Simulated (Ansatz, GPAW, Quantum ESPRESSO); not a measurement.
# The valence band of LiPS3 as photoemission sees it, part 3 of 7

Wanted: projected DOS of LiPS3, weighted into photoemission and X-ray emission spectra, at several levels of theory.

Ansatz 0.2.0, Quantum ESPRESSO 7.5 and GPAW 26.7.0; DFT, PBEsol, plane-wave PAW, default files, scalar-relativistic (the session's first sound run).

So far. Step 2 (The base run): At this level the gap is 1.78 eV on the path. Step 3 (With LDA): At this level the gap is 1.72 eV on the path.

## 4. Quantum ESPRESSO: self-consistent run

This step: DFT, PBEsol, plane waves, ultrasoft GBRV pseudopotentials, scalar-relativistic (Quantum ESPRESSO 7.5).

The main run's cell is run in Quantum ESPRESSO, with other potentials, to see which digits hang on the program.

Contents of scf.in:

```
&control
  calculation = 'scf'
  prefix = 'pes'
  outdir = './tmp'
  pseudo_dir = './pp'
  tprnfor = .true.
  tstress = .true.
/
&system
  ibrav = 0
  nat = 10
  ntyp = 3
  ecutwfc = 40.0
  ecutrho = 200.0
  occupations = 'smearing'
  nbnd = 50
  smearing = 'fd'
  degauss = 0.00147
/
&electrons
  conv_thr = 1e-08
  mixing_beta = 0.5
  electron_maxstep = 120
/
ATOMIC_SPECIES
S 32.0600 s_pbesol_v1.4.uspp.F.UPF
P 30.9738 p_pbesol_v1.5.uspp.F.UPF
Li 6.9400 li_pbesol_v1.4.uspp.F.UPF
CELL_PARAMETERS angstrom
 5.557800000 -3.503500000 0.000000000
 5.557800000 3.503500000 0.000000000
 -3.795789562 0.000000000 5.307439271
ATOMIC_POSITIONS crystal
S 0.680800000 0.680800000 0.061500000
S 0.319200000 0.319200000 0.938500000
S 0.802200000 0.802200000 0.673900000
S 0.197800000 0.197800000 0.326100000
S 0.778800000 0.221200000 0.500000000
S 0.221200000 0.778800000 0.500000000
P 0.846100000 0.846100000 0.419400000
P 0.153900000 0.153900000 0.580600000
Li 0.240700000 0.759300000 0.000000000
Li 0.759300000 0.240700000 0.000000000
K_POINTS automatic
4 4 4 0 0 0
```

Launch:

```console
OMP_NUM_THREADS=1 mpirun -n 2 pw.x -nk 2 -in scf.in > scf.out
```

The log of the run:

```text
Program PWSCF v.7.5 starts

     This program is part of the open-source Quantum ESPRESSO suite
     for quantum simulation of materials; please cite
         "P. Giannozzi et al., J. Phys.:Condens. Matter 21 395502 (2009);
         "P. Giannozzi et al., J. Phys.:Condens. Matter 29 465901 (2017);
         "P. Giannozzi et al., J. Chem. Phys. 152 154105 (2020);
          URL
     in publications or presentations arising from this work. More details at

     Parallel version (MPI & OpenMP), running on       2 processor cores
     Number of MPI processes:                 2
     Threads/MPI process:                     1

     MPI processes distributed on     1 nodes
     16478 MiB available memory on the printing compute node when the environment starts

     Current dimensions of program PWSCF are:
     Max number of different atomic species (ntypx) = 10
     Max number of k-points (npk) =  40000
     Max angular momentum in pseudopotentials (lmaxx) =  4
     Message from routine setup:
     using ibrav=0 with symmetry is DISCOURAGED, use correct ibrav instead

     K-points division:     npool     =       2
     Subspace diagonalization in iterative solution of the eigenvalue problem:
     a serial algorithm will be used

     G-vector sticks info
     --------------------
     sticks:   dense  smooth     PW     G-vecs:    dense   smooth      PW
     Sum        2207    1757    533                66585    47637    7857

     Using Slab Decomposition

     bravais-lattice index     =            0
     lattice parameter (alat)  =      12.4153  a.u.
     unit-cell volume          =    1394.8152 (a.u.)^3
     number of atoms/cell      =           10
     number of atomic types    =            3
     number of electrons       =        52.00
     number of Kohn-Sham states=           50
     kinetic-energy cutoff     =      40.0000  Ry
     charge density cutoff     =     200.0000  Ry
     scf convergence threshold =      1.0E-08
     mixing beta               =       0.5000
     number of iterations used =            8  plain     mixing
     Exchange-correlation= SLA  PW   PSX  PSC
                           (   1   4  10   8   0   0   0)

     celldm(1)=  12.415321  celldm(2)=   0.000000  celldm(3)=   0.000000
     celldm(4)=   0.000000  celldm(5)=   0.000000  celldm(6)=   0.000000

     crystal axes: (cart. coord. in units of alat)
               a(1) = (   0.845948  -0.533265   0.000000 )
               a(2) = (   0.845948   0.533265   0.000000 )
               a(3) = (  -0.577754   0.000000   0.807841 )

     reciprocal axes: (cart. coord. in units 2 pi/alat)
               b(1) = (  0.591053 -0.937620  0.422711 )
               b(2) = (  0.591053  0.937620  0.422711 )
               b(3) = ( -0.000000  0.000000  1.237867 )

     PseudoPot. # 1 for S  read from file:
     ./pp/s_pbesol_v1.4.uspp.F.UPF
     Pseudo is Ultrasoft + core correction, Zval =  6.0
     Generated by new atomic code, or converted to UPF format
     Using radial grid of  907 points,  6 beta functions with:
                l(1) =   0
                l(2) =   0
                l(3) =   1
                l(4) =   1
                l(5) =   2
                l(6) =   2
     Q(r) pseudized with  8 coefficients,  rinner =    1.300   1.300   1.300
                                                       1.300   1.300

     PseudoPot. # 2 for P  read from file:
     ./pp/p_pbesol_v1.5.uspp.F.UPF
     Pseudo is Ultrasoft + core correction, Zval =  5.0
     Generated by new atomic code, or converted to UPF format
     Using radial grid of  903 points,  6 beta functions with:
                l(1) =   0
                l(2) =   0
                l(3) =   1
                l(4) =   1
                l(5) =   2
                l(6) =   2
     Q(r) pseudized with  8 coefficients,  rinner =    1.300   1.300   1.300
                                                       1.300   1.300

     PseudoPot. # 3 for Li read from file:
     ./pp/li_pbesol_v1.4.uspp.F.UPF
     Pseudo is Ultrasoft, Zval =  3.0
     Generated by new atomic code, or converted to UPF format
     Using radial grid of  751 points,  5 beta functions with:
                l(1) =   0
                l(2) =   0
                l(3) =   0
                l(4) =   1
                l(5) =   1
     Q(r) pseudized with 10 coefficients,  rinner =    1.150   1.150   1.150

     atomic species   valence    mass     pseudopotential
     S                 6.00    32.06000     S ( 1.00)
     P                 5.00    30.97380     P ( 1.00)
     Li                3.00     6.94000     Li( 1.00)

      4 Sym. Ops., with inversion, found

   Cartesian axes

     site n.     atom                  positions (alat units)
         1        S      tau(   1) = (   1.1163113   0.0000000   0.0496822  )
         2        S      tau(   2) = (  -0.0021688  -0.0000000   0.7581589  )
         3        S      tau(   3) = (   0.9678910   0.0000000   0.5444041  )
         4        S      tau(   4) = (   0.1462515  -0.0000000   0.2634370  )
         5        S      tau(   5) = (   0.5570712  -0.2973485   0.4039205  )
         6        S      tau(   6) = (   0.5570712   0.2973485   0.4039205  )
         7        P      tau(   7) = (   1.1892036   0.0000000   0.3388086  )
         8        P      tau(   8) = (  -0.0750611   0.0000000   0.4690325  )
         9        Li     tau(   9) = (   0.8459483   0.2765512   0.0000000  )
        10        Li     tau(  10) = (   0.8459483  -0.2765512   0.0000000  )

     number of k points=    24  Fermi-Dirac smearing, width (Ry)=  0.0015
                       cart. coord. in units 2pi/alat
        k(    1) = (   0.0000000   0.0000000   0.0000000), wk =   0.0312500
        k(    2) = (   0.0000000   0.0000000   0.3094668), wk =   0.0625000
        k(    3) = (   0.0000000   0.0000000  -0.6189336), wk =   0.0312500
        k(    4) = (   0.1477632   0.2344051   0.1056777), wk =   0.1250000
        k(    5) = (   0.1477632   0.2344051   0.4151445), wk =   0.1250000
        k(    6) = (   0.1477632   0.2344051  -0.5132559), wk =   0.1250000
        k(    7) = (   0.1477632   0.2344051  -0.2037891), wk =   0.1250000
        k(    8) = (  -0.2955263  -0.4688101  -0.2113554), wk =   0.0625000
        k(    9) = (  -0.2955263  -0.4688101   0.0981114), wk =   0.1250000
        k(   10) = (  -0.2955263  -0.4688101  -0.8302890), wk =   0.0625000
        k(   11) = (   0.2955263   0.0000000   0.2113554), wk =   0.0625000
        k(   12) = (   0.2955263   0.0000000   0.5208222), wk =   0.0625000
        k(   13) = (   0.2955263   0.0000000  -0.4075782), wk =   0.0625000
[...]
total energy              =    -204.19289475 Ry
     estimated scf accuracy    <       0.00011121 Ry

     iteration #  6     ecut=    40.00 Ry     beta= 0.50
     Davidson diagonalization with overlap
     ethr =  2.14E-07,  avg # of iterations =  7.3

     total cpu time spent up to now is       71.1 secs

     total energy              =    -204.19296990 Ry
     estimated scf accuracy    <       0.00001049 Ry

     iteration #  7     ecut=    40.00 Ry     beta= 0.50
     Davidson diagonalization with overlap
     ethr =  2.02E-08,  avg # of iterations =  4.2

     total cpu time spent up to now is       80.6 secs

     total energy              =    -204.19297346 Ry
     estimated scf accuracy    <       0.00000047 Ry

     iteration #  8     ecut=    40.00 Ry     beta= 0.50
     Davidson diagonalization with overlap
     ethr =  8.98E-10,  avg # of iterations =  4.9

     total cpu time spent up to now is       91.1 secs

     total energy              =    -204.19297369 Ry
     estimated scf accuracy    <       0.00000005 Ry

     iteration #  9     ecut=    40.00 Ry     beta= 0.50
     Davidson diagonalization with overlap
     ethr =  1.05E-10,  avg # of iterations =  4.2

     total cpu time spent up to now is      100.9 secs

     End of self-consistent calculation

          k = 0.0000 0.0000 0.0000 (  5989 PWs)   bands (ev):

   -40.7477 -40.7461 -12.5256 -10.6348  -9.0828  -8.9651  -8.4509  -8.4503
    -5.0462  -4.2224  -2.5982  -1.5285  -1.4474  -0.7313  -0.6254   0.6098
     1.0127   1.8193   1.9484   2.1613   2.2422   2.3602   2.9373   3.2050
     3.2961   3.7529   5.9378   6.4338   6.8651   7.6170   7.9239   7.9696
     8.2140   8.6770   9.4143   9.9083  10.1295  10.7621  11.0356  11.1140
    11.3379  11.8169  12.4148  12.4249  12.8130  13.0484  13.0868  13.5293
    13.7944  13.7964

          k = 0.0000 0.0000 0.3095 (  5973 PWs)   bands (ev):

   -40.7477 -40.7461 -12.4968 -10.6510  -9.0884  -8.9692  -8.5938  -8.4424
    -5.0421  -3.8573  -2.5674  -1.6969  -1.2345  -0.6989  -0.5122   0.6820
     1.1000   1.4345   1.8673   1.9428   2.2269   2.2419   2.9525   3.1347
     3.3313   3.3469   5.6703   6.5276   6.5972   7.5787   7.9529   8.3676
     8.6556   9.2588   9.4837  10.1758  10.1955  10.5287  10.8313  10.8941
    11.4943  11.5612  12.3320  12.3973  12.5316  12.8875  13.2747  13.3894
    14.4035  14.4526

          k = 0.0000 0.0000-0.6189 (  5952 PWs)   bands (ev):

   -40.7477 -40.7461 -12.4669 -10.6683  -9.0939  -8.9563  -8.7333  -8.4497
    -4.9959  -3.5153  -2.5382  -1.7095  -1.2130  -0.5778  -0.4186   0.7926
     0.8141   1.3952   1.4936   1.8065   2.3119   2.4663   2.9649   3.0243
     3.0263   3.1014   5.5407   6.3899   6.5058   7.8048   8.1364   8.2853
[...]
14.1539  14.7607

          k = 0.1478 0.2344 0.1057 (  5969 PWs)   bands (ev):

[...]
13.6638  14.1204

          k = 0.1478 0.2344 0.4151 (  5964 PWs)   bands (ev):

[...]
13.7464  14.0782

          k = 0.1478 0.2344-0.5133 (  5954 PWs)   bands (ev):

[...]
13.6560  14.2190

          k = 0.1478 0.2344-0.2038 (  5966 PWs)   bands (ev):

[...]
13.7935  13.9962

          k =-0.2955-0.4688-0.2114 (  5964 PWs)   bands (ev):

[...]
13.8214  14.0952

          k =-0.2955-0.4688 0.0981 (  5957 PWs)   bands (ev):

[...]
13.6275  14.0929

          k =-0.2955-0.4688-0.8303 (  5954 PWs)   bands (ev):

[...]
13.4926  14.1411

          k = 0.2955 0.0000 0.2114 (  5988 PWs)   bands (ev):

[...]
13.8021  14.0062

          k = 0.2955 0.0000 0.5208 (  5956 PWs)   bands (ev):

[...]
14.1161  14.2284

          k = 0.2955 0.0000-0.4076 (  5962 PWs)   bands (ev):

[...]
13.6258  13.8474

          k = 0.2955 0.0000-0.0981 (  5972 PWs)   bands (ev):

[...]
13.8314  13.9477

          k =-0.1478-0.7032-0.1057 (  5946 PWs)   bands (ev):

[...]
13.9141  14.0454

          k =-0.1478-0.7032 0.2038 (  5953 PWs)   bands (ev):

[...]
13.9241  13.9915

          k =-0.1478-0.7032-0.7246 (  5955 PWs)   bands (ev):

[...]
13.5855  13.8215

          k =-0.1478-0.7032-0.4151 (  5962 PWs)   bands (ev):

[...]
13.7208  13.8070

          k = 0.0000-0.4688 0.0000 (  5969 PWs)   bands (ev):

[...]
13.8519  14.0850

          k = 0.0000-0.4688 0.3095 (  5950 PWs)   bands (ev):

[...]
14.0856  14.1485

          k = 0.0000-0.4688-0.6189 (  5958 PWs)   bands (ev):

[...]
13.6470  13.7274

          k =-0.5911 0.0000-0.4227 (  5910 PWs)   bands (ev):

[...]
14.0758  14.3571

          k =-0.5911 0.0000-0.1132 (  5941 PWs)   bands (ev):

[...]
8.8510   9.3657   9.6319   9.9961  10.2391  10.6147  10.9592  11.2310
    11.5427  11.6879  11.9515  12.1906  12.6111  12.7494  13.2420  13.3110
    13.7112  13.8948

          k =-0.5911 0.0000-1.0416 (  5950 PWs)   bands (ev):

   -40.7477 -40.7461 -12.3965 -10.8612  -9.1071  -8.8662  -8.5847  -8.5800
    -4.8321  -3.5489  -2.1169  -1.5877  -1.5170  -0.4972  -0.4912   0.1362
     0.6368   1.2330   1.5946   1.6377   1.8253   2.8863   2.9512   3.0310
     3.0336   3.2707   6.3013   6.6075   7.2831   7.5801   8.1411   8.5784
     8.6903   9.0873   9.4064  10.4300  10.5108  10.7231  10.9039  10.9691
    11.3664  11.5311  12.0252  12.3301  12.6783  12.9267  12.9664  13.4045
    13.5581  13.8741

     the Fermi energy is     4.4779 ev

!    total energy              =    -204.19297371 Ry
     estimated scf accuracy    <          3.8E-09 Ry
     smearing contrib. (-TS)   =       0.00000000 Ry
     internal energy E=F+TS    =    -204.19297371 Ry

     The total energy is F=E-TS. E is the sum of the following terms:
     one-electron contribution =     -31.12807907 Ry
     hartree contribution      =      33.38874507 Ry
     xc contribution           =     -68.73040808 Ry
     ewald contribution        =    -137.72323164 Ry

     convergence has been achieved in   9 iterations

     Forces acting on atoms (cartesian axes, Ry/au):

     atom    1 type  1   force =    -0.00737285    0.00000000   -0.02462538
     atom    2 type  1   force =     0.00737285   -0.00000000    0.02462538
     atom    3 type  1   force =    -0.01611533   -0.00000000    0.01348527
     atom    4 type  1   force =     0.01611533    0.00000000   -0.01348527
     atom    5 type  1   force =    -0.00000000    0.01153003   -0.00000000
     atom    6 type  1   force =     0.00000000   -0.01153003   -0.00000000
     atom    7 type  2   force =     0.01579876    0.00000000    0.01106752
     atom    8 type  2   force =    -0.01579876   -0.00000000   -0.01106752
     atom    9 type  3   force =     0.00000000   -0.00026560   -0.00000000
     atom   10 type  3   force =    -0.00000000    0.00026560    0.00000000

     Total force =     0.056700     Total SCF correction =     0.000064

     Computing stress (Cartesian axis) and pressure

          total   stress  (Ry/bohr**3)                   (kbar)     P=        7.91
   0.00003602  -0.00000000  -0.00001584            5.30       -0.00       -2.33
   0.00000000   0.00000200  -0.00000000            0.00        0.29       -0.00
  -0.00001584  -0.00000000   0.00012325           -2.33       -0.00       18.13

     XML data file, charge density, pseudopotentials, collected wavefunctions

     Called by init_run:

     Called by electrons:

     Called by c_bands:

     Called by *egterg:

     Called by h_psi:
                                        0.00s GPU  (     780 calls)

     General routines

     Parallel routines

=------------------------------------------------------------------------------=
   JOB DONE.
=------------------------------------------------------------------------------=
```

Wall time 1.8 min (2 MPI ranks of Arm Neoverse V1, shared host).

This step gave:

* free energy: -2778.1869 eV
* Fermi energy: 4.478 eV
* pressure: 0.791 GPa
* gap on the k-mesh: 1.788 eV

At this level the gap is 1.79 eV on the k-mesh of the self-consistent run, which can miss the band edges.

(Continued in part 4 of 7.)

[Logs are printed without paths, hosts, clocks, repeated set-up lines and the standing remarks that a program may print on its own settings, such as how far it seeks lower states.]

[Hosts, paths, dates, database ids (printed as entryN), source tags and the programs' standing remarks are cut or masked in the printed files.]

[Maps of the electrostatic potential energy from Ansatz leave out the sawtooth potential of an applied field or a dipole correction, so their vacuum need not be flat; work functions include it.]

[Peak lists hold at most the 14 tallest peaks of each spectrum; further lines can be left out.]
